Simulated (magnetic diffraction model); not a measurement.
## CeV₂Cu₂: what an assumed order does to the neutron pattern

Space group P4/nmm (no. 129, origin choice 1), a = 4.2030 Å, c = 9.5390 Å.

| site | atom | x | y | z |
| --- | --- | --- | --- | --- |
| 2c | Ce | 0 | 1/2 | 0.2410 |
| 2c | Cu | 0 | 1/2 | 0.6260 |
| 2a | Cu | 1/2 | 1/2 | 0 |
| 2b | V | 1/2 | 1/2 | 1/2 |
| 2c | V | 0 | 1/2 | 0.8741 |

This is a made-up structure (elements placed in a structure type, unrelaxed), so the numbers test the method and describe no known phase.

Only Ce is taken to order (form factors of Ce3+); orders and moment sizes are assumed, and not adapted to the symmetry. Radiation: neutrons of λ = 1.594 Å, 8° to 50°; isotropic B of 0.26 Å² (Ce), 0.3 Å² (Cu) and 0.27 Å² (V). Simulated constant-wavelength pattern: nuclear and magnetic terms add, the magnetic one as |2.695 fm × Σ f S⊥ exp(2πi Q·r) exp(−B s²)|², summed over all Q at one angle with the factor 1/(sin²θ cos θ). For collinear order S is the moment m, which repeats by lattice and centring translations R with the sign exp(−2πi k·R). Free-ion form factors, Sears's scattering lengths of 1992, no absorption; a label names one of the reflections at its angle. The strongest nuclear line in the range is 100, and lines under 0.2 are left out.

Assume the order k = (0 0 1/2), collinear moments along [010], 1.4 μB on Ce; signs + at (0, 1/2, 0.2410), + at (1/2, 0, 0.7590).

Q: Where does magnetic intensity appear, and how strong is it?

| 2θ (°) | index | nuclear | magnetic |
| --- | --- | --- | --- |
| 9.59 | (0 0 1) | 10.9 | 0.0 |
| 14.40 | (0 0 3/2) | 0.0 | 5.3 |
| 19.24 | (0 0 2) | 2.2 | 0.0 |
| 22.39 | (1 0 1/2) | 0.0 | 4.0 |
| 24.11 | (0 0 5/2) | 0.0 | 1.1 |
| 26.28 | (1 0 3/2) | 0.0 | 2.7 |
| 29.03 | (0 0 3) | 29.4 | 0.0 |
| 29.28 | (1 0 2) | 50.3 | 0.0 |
| 31.11 | (1 1 0) | 7.0 | 0.0 |
| 31.50 | (1 1 1/2) | 0.0 | 1.6 |
| 32.63 | (1 1 1) | 100.0 | 0.0 |
| 32.77 | (1 0 5/2) | 0.0 | 3.0 |
| 34.01 | (0 0 7/2) | 0.0 | 1.0 |
| 34.44 | (1 1 3/2) | 0.0 | 1.9 |
| 36.64 | (1 0 3) | 42.8 | 0.0 |
| 36.84 | (1 1 2) | 65.2 | 0.0 |
| 39.05 | (0 0 4) | 2.2 | 0.0 |
| 39.74 | (1 1 5/2) | 0.0 | 0.9 |
| 40.80 | (1 0 7/2) | 0.0 | 0.9 |
| 43.07 | (1 1 3) | 3.1 | 0.0 |
| 44.58 | (2 0 0) | 58.4 | 0.0 |
| 44.86 | (2 0 1/2) | 0.0 | 0.7 |
| 45.20 | (1 0 4) | 0.5 | 0.0 |
| 45.70 | (2 0 1) | 2.1 | 0.0 |
| 46.75 | (1 1 7/2) | 0.0 | 1.3 |
| 47.08 | (2 0 3/2) | 0.0 | 0.8 |
| 48.97 | (2 0 2) | 1.5 | 0.0 |
| 49.39 | (0 0 5) | 14.4 | 0.0 |
| 49.81 | (1 0 9/2) | 0.0 | 1.4 |

The strongest magnetic line in the range is (0 0 3/2) at 14.40° (5.3). Below the range, at 4.79°, lies the magnetic line (0 0 1/2) with 40. On top of the Lorentz factor, which all lines share, magnetic lines fade with angle because f falls: for Ce3+ it is 0.96, 0.86, 0.71 and 0.43 at sin θ/λ = 0.1, 0.2, 0.3 and 0.5 Å⁻¹, while nuclear lengths stay constant. The order has no net moment.
